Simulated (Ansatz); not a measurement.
**Phonon transport in PbSe (Clausthalite, Fm-3m)**

Wanted: κ(T), lifetimes and mean free paths for PbSe (Clausthalite).

Experimental results on record:
- thermal conductivity 2 W/m/K near room temperature (given in “Combining the AFLOW GIBBS and Elastic Libraries to efficiently and robustly screen thermo-mechanical properties of solids”, 2017, arXiv:1611.05714)
- thermal conductivity 2 W/m/K near room temperature (given in “Predicting the lattice thermal conductivity of solids by solving the Boltzmann transport equation: AFLOW - AAPL an automated, accurate and efficient framework”, 2017, arXiv:1611.05481)

Main program and level: Ansatz 0.2.0; DFT r2SCAN, scalar-relativistic, plane waves, PAW; PAW set soft_1.

**1. The starting structure**

Symmetry: Fm-3m, No. 225, cubic system. Conventional cell: a = 6.121 Å, b = 6.121 Å, c = 6.121 Å, α = 90.00°, β = 90.00°, γ = 90.00°. Nearest to Pb lie 6 Se at 3.06 Å. Nearest to Se lie 6 Pb at 3.06 Å. Farther neighbours and most contacts between anions are not listed.

**2. Probe on a coarse mesh**

A cheap single point shows whether the cell is a metal or an insulator and how far it is from rest; that sets the k-mesh and the occupations of what follows.

File input.yaml:

```yaml
crystal:
  lattice:
    - [0.0, 3.06065, 3.06065]
    - [3.06065, 0.0, 3.06065]
    - [3.06065, 3.06065, 0.0]
  atoms:
    - { symbol: Pb, position: [0.0, 0.0, 0.0] }
    - { symbol: Se, position: [0.5, 0.5, 0.5] }
kpoints:
  mp_grid: { grid: [6, 6, 6] }
hamiltonian:
  xc: r2scan
  pseudopotentials: { kind: paw, azcp: { folder: soft_1 } }
scf:
  occupations: { method: gaussian, width: 0.1 }
  lower_state_search: "off"
output:
  forces: true
  stress: true
  eigenvalues: true
```

Run with:

```bash
$ ansatz run input.yaml --threads 18 --pin off --max-ram 92160MiB --backend cuda --events-out ev --progress --plain --runs-dir out --max-vram 78GiB
```

Numbers of over 12 decimals in the logs are rounded to 6 here.

The program printed:

```text
Engine: ansatz 0.2.0, aarch64-unknown-linux-gnu
Pseudopotentials: kind: paw
Pseudopotential: Pb, paw, valence charge 14, recommended cutoff 500 eV (meta_gga), soft_1/Pb.paw.azcp
Pseudopotential: Se, paw, valence charge 16, recommended cutoff 500 eV (meta_gga), soft_1/Se.paw.azcp
Functional definition: r2SCAN
  parameter k0 = 0.174
  parameter k1 = 0.065
  parameter a1 = 4.9479
  exchange = r2scan_x(k0 = k0, k1 = k1, a1 = a1)
  correlation = r2scan_c
device memory: the entry about to start is reckoned to put 1.1 GiB on a device that reports 173.4 GiB free (of which the cap on the GPU budget leaves the run 78.0 GiB)
GPU FFT provider: cuFFT
GPU libraries: cuBLAS 13.8.1, cuFFT 12.4.0, cuSOLVER 12.3.2
GPU matrix products: emulated (plane waves: as basis.precision tells), large ones in fixed point in workspaces of 1.00 GiB
Crystal: 2 atoms, lattice volume = 57.342 Å³
Basis set: ecut = 500 eV, 1459 PW (Γ), exchange–correlation on 128×128×128 points (64 copies of the dense FFT grid, shifted against one another)
Bands: 19, of which v1, the nominal top of the filled ones, is band 15 counted from 1 (14 counted from 0)
Symmetry: 48 space group operations
Space group: Fm-3m (ITA 225), of the structure as read, at distance tolerance 3.9e-5 Å
k-points: 16 of 216
Non-local potential: Pb, projectors of the file, l = 0: 2, l = 1: 2, l = 2: 2, l = 3: 1
Non-local potential: Se, projectors of the file, l = 0: 2, l = 1: 2, l = 2: 3, l = 3: 1
PAW form: soft (Blöchl's): semilocal exchange-correlation on the pseudo side does not see the compensation charge
PAW frozen core: Pb, regenerated for the run's functional (the file was generated under x = pbe(κ = 0.804, μ = 0.219515), c = pbe(β = 0.066725))
PAW frozen core: Se, regenerated for the run's functional (the file was generated under x = pbe(κ = 0.804, μ = 0.219515), c = pbe(β = 0.066725))
PAW one-centre angular grid: Pb, 590 points (default); XC on 160 Gauss nodes
PAW one-centre angular grid: Se, 590 points (default); XC on 160 Gauss nodes
Initial density: superposition of atomic densities (chi_scale 0.1, normalization cell, long waves kept (reshape's long-wave potential 0.00 eV rms))
Initial wavefunctions: pseudopotential atomic-orbital guess
GPU buffer pool allocated for 32768 grid points (all kernels)
GPU transforms: local potential and band sums: pruned to the plane-wave sphere, on 32×32×32
Functional: x = r2scan, c = r2scan; τ floored in thin density (d = 2e-4 eV/Å³)
iter 1 solved again at ethr=1.82e-3 eV; its pass at ethr=3.10e-3 eV (dr2=5.46e-1 eV) is discarded
SCF iter   1: F=-17402.212023 eV  HF=-17402.466582 eV  |F-HF|=2.55e-1  |Δ(HF+E_count)|=         —  Δρ=2.46e-2  dr2=5.45e-1  dr2_τ=9.09e-3  ethr=1.82e-3  ⟨swp⟩=1.0  Hψ=2114  notcnv=0
preconditioner: auto → none  [insulator: Δε(μ)=0.698 eV  Ē_g=16.052 eV  σ=0.100 eV  W_gap=1.00  n_scr=14 (ndim 8)  ℏωp=21.9 eV  f_vac=0.000  D(μ)=0.00/eV (n_scr^D=0)  ε∞_Penn≈2.9]
SCF iter   2: F=-17402.378785 eV  HF=-17402.394397 eV  |F-HF|=1.56e-2  |Δ(HF+E_count)|=   7.22e-2  Δρ=1.04e-2  dr2=5.30e-2  dr2_τ=5.78e-3  ethr=1.82e-3  ⟨swp⟩=2.8  Hψ=542  notcnv=0
SCF iter   3: F=-17402.396493 eV  HF=-17402.396029 eV  |F-HF|=4.64e-4  |Δ(HF+E_count)|=   1.63e-3  Δρ=4.74e-3  dr2=1.26e-2  dr2_τ=2.98e-4  ethr=1.77e-4  ⟨swp⟩=2.0  Hψ=800  notcnv=0
SCF iter   4: F=-17402.399014 eV  HF=-17402.398886 eV  |F-HF|=1.28e-4  |Δ(HF+E_count)|=   2.86e-3  Δρ=1.03e-3  dr2=3.78e-4  dr2_τ=1.91e-5  ethr=4.21e-5  ⟨swp⟩=2.0  Hψ=448  notcnv=0
SCF iter   5: F=-17402.399099 eV  HF=-17402.399093 eV  |F-HF|=6.61e-6  |Δ(HF+E_count)|=   2.06e-4  Δρ=2.10e-4  dr2=9.55e-6  dr2_τ=6.67e-7  ethr=1.26e-6  ⟨swp⟩=2.0  Hψ=597  notcnv=0
SCF iter   6: F=-17402.399136 eV  HF=-17402.399136 eV  |F-HF|=4.44e-7  |Δ(HF+E_count)|=   4.39e-5  Δρ=3.94e-5  dr2=7.55e-7  dr2_τ=4.36e-8  ethr=3.18e-8  ⟨swp⟩=2.0  Hψ=544  notcnv=0
SCF iter   7: F=-17402.399136 eV  HF=-17402.399136 eV  |F-HF|=3.16e-8  |Δ(HF+E_count)|=   2.00e-8  Δρ=8.05e-6  dr2=4.96e-8  dr2_τ=1.46e-9  ethr=3.33e-10  ⟨swp⟩=7.1  Hψ=1693  notcnv=0
SCF 1 converged in 7 iterations: F = -17402.399136 eV  dr2 = 4.96e-8
  greatest PAW one-centre occupation: 1.000 electrons in one spin orbital (limit 2), on the Se atom at site 1 (counted from 0), in its partial waves of l = 2
SCF converged after 7 iterations
Free energy (F): -17402.399136 eV
Harris-Foulkes:  -17402.399136 eV  (|F-HF|=3.16e-8)
Internal energy: -17402.399136 eV  (E = F + TS)
E sigma→0 (E₀):  -17402.399136 eV
Entropy (-TS):   -0.000000 eV (-0.000 meV/atom)
Fermi energy:    9.103149 eV
--- Per-component energies (eV) ---
  E_band       = -448.873265
  E_kinetic    = 402.986391
  E_local      = -3721.902245  (includes V_loc(G=0)·N_el)
  E_nonlocal   = -48.662940
  E_hartree    = 1812.981881
  E_xc         = -275.970452
  E_vxc        = -250.233385  (∫ρ·V_xc dr)
  E_paw        = -12559.325025  (= ΣΔE_a)
  E_vpaw       = -472.668285  (= ΣTr[D̂ρ^β])
  E_aug_tail   = -0.000028  (compensation charges beyond the density's cutoff)
  E_vtau       = 15.651510  (kinetic-family band-sum trace: ∫τ·v_τ [+ j·A + Jᵃ·Aᵃ] dr)
  E_ewald      = -3011.707258
  E_core_change = -0.799458  (= ΣΔE_core)
  E_smearing   = -0.000000  (= −TS)
  E_closure    = -0.000000  (closes the sum)
  Σ components = -17402.399136   (vs F -17402.399136, Δ=0.00e0)
--- Forces (eV/Å), atoms counted from 1 ---
  atom   1  Pb    -0.00000000     0.00000000    -0.00000000
  atom   2  Se    -0.00000000     0.00000000     0.00000000
  max |Σ_I F_I| component: 6.63e-25 eV/Å
--- Stress (GPa, compression-positive) ---
        1.471377      -0.000000       0.000000
       -0.000000       1.471377       0.000000
       -0.000000       0.000000       1.471377
  P = ⅓ Tr σ = 1.4714 GPa (14.714 kbar)
--- Band table (eV; the first three rows and the last of 16) ---
  k-point 0: bands = [... 11 lower, 2.4633, 6.7745, 6.7745, 6.7745, 13.8506, 13.8506, 13.8506, 15.7669]
  k-point 1: bands = [... 11 lower, 1.7266, 6.8518, 6.8518, 7.3054, 12.2448, 12.7565, 12.7565, 15.5485]
  k-point 2: bands = [... 11 lower, 0.4168, 7.0551, 7.0551, 8.1646, 10.4041, 11.3253, 11.3253, 16.3473]
  k-point 15: bands = [... 11 lower, 0.7240, 4.0141, 4.8731, 7.0834, 12.0500, 13.5159, 14.6852, 15.7904]
```

Run time: 0.94 s. Hardware: 1 × NVIDIA GB200 with 18 threads of Arm Neoverse V2, shared host; peak memory 1.1 GiB.

Numbers from this step:

- pressure: 1.471 GPa
- volume per atom: 28.67 Å³/atom
- gap on the k-mesh: 0.5816 eV

The start is under 1.5 GPa at this level and looks like an insulator or semiconductor on this mesh.

**3. Finding the static equilibrium**

The vibrations must be taken about the equilibrium of this functional, not about the starting cell, so the structure is relaxed.

input.yaml, the sections that differ from step 2:

```yaml
kpoints:
  mp_grid: { grid: [10, 10, 10] }
scf:
  occupations: { method: gaussian, width: 0.02 }
  lower_state_search: "off"
relax:
  adjacent_minimum: "off"
  f_tol: 0.005
  max_steps: 80
  cell: { stress_tol: 0.05 }
# crystal, hamiltonian, output: as in step 2
```

The program printed:

```text
[...]
Crystal: 2 atoms, lattice volume = 57.342 Å³
Basis set: ecut = 500 eV, 1459 PW (Γ), exchange–correlation on 128×128×128 points (64 copies of the dense FFT grid, shifted against one another)
Bands: 19, of which v1, the nominal top of the filled ones, is band 15 counted from 1 (14 counted from 0)
Symmetry: 48 space group operations
[...]
k-points: 47 of 1000
[...]
SCF iter   2: F=-17402.376404 eV  HF=-17402.391430 eV  |F-HF|=1.50e-2  |Δ(HF+E_count)|=   7.35e-2  Δρ=1.04e-2  dr2=5.32e-2  dr2_τ=5.80e-3  ethr=1.83e-3  ⟨swp⟩=2.8  Hψ=1596  notcnv=0
[...]
SCF iter   7: F=-17402.396655 eV  HF=-17402.396655 eV  |F-HF|=3.62e-8  |Δ(HF+E_count)|=   1.69e-7  Δρ=8.46e-6  dr2=5.62e-8  dr2_τ=1.68e-9  ethr=3.33e-10  ⟨swp⟩=7.0  Hψ=4642  notcnv=0
SCF 1 converged in 7 iterations: F = -17402.396655 eV  dr2 = 5.62e-8
[...]
relax step   1: F+E_penalty+E_count = -17402.39665451 eV  Δ(F+E_penalty+E_count) = +0.000e0 eV  max|allowed force component| = 4.308e-26 eV/Å  Δτ_max = 0.0000 Å  P = +1.503 GPa  Ω = 57.342 Å³  (7 SCF iters, dr2 threshold 1.00e-7 eV, accepted)
[...]
Crystal: 2 atoms, lattice volume = 59.818 Å³
Basis set: ecut = 500 eV, 1471 PW (Γ), exchange–correlation on 128×128×128 points (64 copies of the dense FFT grid, shifted against one another)
[...]
SCF iter   2: F=-17402.400886 eV  HF=-17402.402216 eV  |F-HF|=1.33e-3  |Δ(HF+E_count)|=   3.71e-2  Δρ=1.19e-3  dr2=1.83e-3  dr2_τ=7.62e-5  ethr=1.02e-5  ⟨swp⟩=3.0  Hψ=1927  notcnv=0
[...]
SCF iter   7: F=-17402.401747 eV  HF=-17402.401747 eV  |F-HF|=7.31e-8  |Δ(HF+E_count)|=   7.74e-8  Δρ=1.30e-5  dr2=1.70e-7  dr2_τ=2.71e-9  ethr=6.67e-10  ⟨swp⟩=5.9  Hψ=4051  notcnv=0
SCF 2 converged in 7 iterations: F = -17402.401747 eV  dr2 = 1.70e-7
relax step   2: F+E_penalty+E_count = -17402.40174684 eV  Δ(F+E_penalty+E_count) = -5.092e-3 eV  max|allowed force component| = 3.877e-26 eV/Å  Δτ_max = 0.0000 Å  P = -0.739 GPa  Ω = 59.818 Å³  energy of the carried Pulay correction = -1.553e-4 eV  (7 SCF iters, dr2 threshold 2.00e-7 eV, accepted)
[...]
Crystal: 2 atoms, lattice volume = 58.979 Å³
[...]
SCF iter   6: F=-17402.403852 eV  HF=-17402.403852 eV  |F-HF|=3.37e-8  |Δ(HF+E_count)|=   3.24e-7  Δρ=7.86e-6  dr2=6.87e-8  dr2_τ=1.20e-9  ethr=6.67e-10  ⟨swp⟩=3.2  Hψ=3145  notcnv=0
SCF 3 converged in 6 iterations: F = -17402.403852 eV  dr2 = 6.87e-8
relax step   3: F+E_penalty+E_count = -17402.40385180 eV  Δ(F+E_penalty+E_count) = -2.105e-3 eV  max|allowed force component| = 1.180e-24 eV/Å  Δτ_max = 0.0000 Å  P = -0.036 GPa  Ω = 58.979 Å³  energy of the carried Pulay correction = -1.034e-4 eV  (6 SCF iters, dr2 threshold 2.00e-7 eV, accepted)
[...]
SCF iter   1: F=-17402.403963 eV  HF=-17402.403857 eV  |F-HF|=1.06e-4  |Δ(HF+E_count)|=         —  Δρ=1.48e-4  dr2=3.69e-7  dr2_τ=1.78e-7  ethr=1.32e-8  ⟨swp⟩=4.0  Hψ=7841  notcnv=0
[...]
SCF iter   2: F=-17402.403964 eV  HF=-17402.403941 eV  |F-HF|=2.25e-5  |Δ(HF+E_count)|=   8.43e-5  Δρ=7.40e-5  dr2=8.31e-8  dr2_τ=9.53e-7  ethr=1.23e-9  ⟨swp⟩=2.1  Hψ=1170  notcnv=0
[...]
SCF iter   5: F=-17402.403964 eV  HF=-17402.403964 eV  |F-HF|=7.28e-11  |Δ(HF+E_count)|=   5.14e-9  Δρ=2.93e-7  dr2=1.80e-11  dr2_τ=3.02e-12  ethr=1.00e-12  ⟨swp⟩=6.2  Hψ=4769  notcnv=0
SCF 4 converged in 5 iterations: F = -17402.403964 eV  dr2 = 1.80e-11
relax step   4: F+E_penalty+E_count = -17402.40396405 eV  Δ(F+E_penalty+E_count) = -1.123e-4 eV  max|allowed force component| = 1.767e-28 eV/Å  Δτ_max = 0.0000 Å  P = -0.034 GPa  Ω = 58.979 Å³  stress off target by 3.41e-2 GPa  SCF on the basis re-selected at this cell (its energy is not comparable with the rows above)  (5 SCF iters)
basis re-selected at this cell: Δ(F+E_penalty+E_count) = -1.123e-4 eV, ΔP = +0.002 GPa vs the last step (what re-selecting the basis moved, of the pressure what is left beyond the Pulay correction that the steps carried, after the strain that the cell walked since its last selection, with what the two solves' SCF thresholds leave and, on support functions, any second-order correction that the steps lacked; it is no m [...]
SCF converged after 5 iterations
Free energy (F): -17402.403964 eV
[...]
Internal energy: -17402.403964 eV  (E = F + TS)
E sigma→0 (E₀):  -17402.403964 eV
Fermi energy:    8.668079 eV
[...]
--- Stress (GPa, compression-positive) ---
       -0.034050      -0.000000      -0.000000
       -0.000000      -0.034050      -0.000000
       -0.000000       0.000000      -0.034050
  P = ⅓ Tr σ = -0.0341 GPa (-0.341 kbar)
--- Band table (eV; the first three rows and the last of 47) ---
  k-point 0: bands = [... 11 lower, 1.9580, 6.4565, 6.4565, 6.4565, 13.3301, 13.3301, 13.3301, 15.3732]
  k-point 1: bands = [... 11 lower, 1.6928, 6.4831, 6.4831, 6.6500, 12.5942, 12.8725, 12.8725, 15.2063]
  k-point 2: bands = [... 11 lower, 1.0529, 6.5613, 6.5613, 7.0891, 11.3725, 11.9857, 11.9857, 15.1819]
  k-point 46: bands = [... 11 lower, 0.2789, 3.9337, 4.4451, 7.1788, 10.9764, 13.3116, 13.9546, 15.6978]
--- Relaxed structure (3 steps of the walk, 3 accepted, 1 SCFs on fresh bases) ---
  F+E_penalty+E_count = -17402.40396405 eV   max|allowed force component| = 1.767e-28 eV/Å   (the final SCF, on the basis selected at the relaxed cell)
  cell:  # Å, volume = 58.9788 Å³
    - [0, 3.089503, 3.089503]
    - [3.089503, 0, 3.089503]
    - [3.089503, 3.089503, 0]
  atoms:
    - { symbol: Pb, position: [0, 0, 0] }
    - { symbol: Se, position: [0.5, 0.5, 0.5] }
```

It took 3.6 s on 1 × NVIDIA GB200 with 18 threads; peak memory 1.1 GiB; 7 s of CPU time.

Relaxation path:

| step | energy less that of the first step (eV) | largest force component (eV/Å) | pressure (GPa) | volume (Å³) |
| --- | --- | --- | --- | --- |
| 1 | 0.0000 | 0.0000 | 1.50 | 57.34 |
| 2 | -0.0051 | 0.0000 | -0.74 | 59.82 |
| 3 | -0.0072 | 0.0000 | -0.04 | 58.98 |
| 4* | -0.0073 | 0.0000 | -0.03 | 58.98 |

Relaxation steps marked * repeat the geometry before them on a plane-wave basis chosen anew for their cell, so energy and pressure can jump there.

The run keeps the 48 symmetry operations that it works with, so distortions that break them were not tested.

| conventional cell, symmetrised | before | after | change |
| --- | --- | --- | --- |
| a (Å) | 6.121 | 6.179 | +0.9 % |
| b (Å) | 6.121 | 6.179 | +0.9 % |
| c (Å) | 6.121 | 6.179 | +0.9 % |
| volume (Å³/atom) | 28.67 | 29.49 | +2.9 % |

Final coordinates:

```xyz
2
Lattice="0.0000 3.0895 3.0895 3.0895 0.0000 3.0895 3.0895 3.0895 0.0000" Properties=species:S:1:pos:R:3 pbc="T T T"
Pb    0.0000    0.0000    0.0000
Se    3.0895    3.0895    3.0895
```

This step gave:

```
pressure          : -0.03405 GPa
gap on the k-mesh : 0.6747 eV
volume per atom   : 29.49 Å³/atom
```

The relaxation ends with a pressure of -0.03 GPa.

**4. Tight relaxation**

The relaxation is repeated with tighter thresholds on force and stress, since phonons are sensitive to what is left; a change of mesh or smearing in the input moves the cell too.

input.yaml, the sections that differ from step 3:

```yaml
crystal:
  lattice:
    - [0.0, 3.089503256, 3.089503256]
    - [3.089503256, 0.0, 3.089503256]
    - [3.089503256, 3.089503256, 0.0]
  atoms:
    - { symbol: Pb, position: [0.0, 0.0, 0.0] }
    - { symbol: Se, position: [0.5, 0.5, 0.5] }
kpoints:
  mp_grid: { grid: [12, 12, 12] }
scf:
  occupations: { method: fixed }
  lower_state_search: "off"
relax:
  adjacent_minimum: "off"
  f_tol: 0.001
  max_steps: 60
  cell: { stress_tol: 0.01 }
# hamiltonian, output: as in step 3
```

The program printed:

```text
[...]
Crystal: 2 atoms, lattice volume = 58.979 Å³
Basis set: ecut = 500 eV, 1459 PW (Γ), exchange–correlation on 128×128×128 points (64 copies of the dense FFT grid, shifted against one another)
Bands: 19, of which v1, the nominal top of the filled ones, is band 15 counted from 1 (14 counted from 0)
Symmetry: 48 space group operations
[...]
k-point 71: bands = [... 11 lower, 0.2364, 4.1848, 4.1848, 7.5354, 10.5540, 13.6457, 13.6457, 16.4999]
--- Relaxed structure (3 steps of the walk, 3 accepted, 1 SCFs on fresh bases) ---
[...]
cell:  # Å, volume = 58.9413 Å³
    - [0, 3.088848, 3.088848]
    - [3.088848, 0, 3.088848]
    - [3.088848, 3.088848, 0]
  atoms:
    - { symbol: Pb, position: [0, 0, 0] }
    - { symbol: Se, position: [0.5, 0.5, 0.5] }
[key lines of the parts left out:]
SCF converged after 4 iterations
Free energy (F): -17402.403884 eV
Fermi energy:    8.341539 eV
P = ⅓ Tr σ = -0.0000 GPa (-0.000 kbar)
```

Wall time 3 s (1 × NVIDIA GB200 with 18 threads); peak memory 1.1 GiB.

Little changed from the start: no atom moved by 0.005 Å and no cell edge by 0.1 %.

Numbers from this step:

| Quantity | Value |
| --- | --- |
| pressure | -1.61e-5 GPa |
| gap on the k-mesh | 0.6726 eV |
| volume per atom | 29.47 Å³/atom |

The residual pressure is -1.6e-5 GPa, small enough for phonons.

[end of part 1 of 3]

[Logs are printed without paths, hosts, clocks, repeated set-up lines and the standing remarks that a program may print on its own settings, such as how far it seeks lower states.]

[Hosts, paths, dates, database ids (printed as entryN), source tags and the programs' standing remarks are cut or masked in the printed files.]

[A step with changed settings may run another functional than the one named; its input shows which.]
